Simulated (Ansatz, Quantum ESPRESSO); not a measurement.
# WSi2N4, 2 layers, AA stacking: the gap along the path at a withheld member of a series

Method. Quantum ESPRESSO 7.5, PBE, GBRV ultrasoft. Cell and atoms are relaxed without a field with a D3(BJ) correction and then held. Sawtooth field with dipole correction, 17 Å of vacuum in the starting cell, Fermi-Dirac smearing of 0.002 Ry; bands along a path at each field. The series steps the field along the normal.

| field along the normal | gap along the path (eV) |
| --- | --- |
| 0 V/Å | 2.327 |
| 0.05 V/Å | 2.255 |
| 0.1 V/Å | 2.132 |
| 0.2 V/Å | 1.855 |
| 0.4 V/Å | 1.262 |

**Question.** What is the gap along the path at 0.3 V/Å?

By hand: The rows at 0.2 V/Å and 0.4 V/Å give a slope of (1.262 − (1.855))/(0.4 − (0.2)) = −2.965, so a straight line gives 1.558 eV. A parabola through these and the row at 0.1 V/Å gives 1.565 eV.

What the calculation gave: 1.563 eV. The line misses by −0.004 and the parabola by +0.002 eV. Both misses are under 5 % of the step from the nearer row.

**Limits.** Ions are held; semilocal gaps are too small; in strong fields empty levels can belong to the vacuum; one stacking. Members without a usable value, or on the other side of zero field or charge, are not listed.
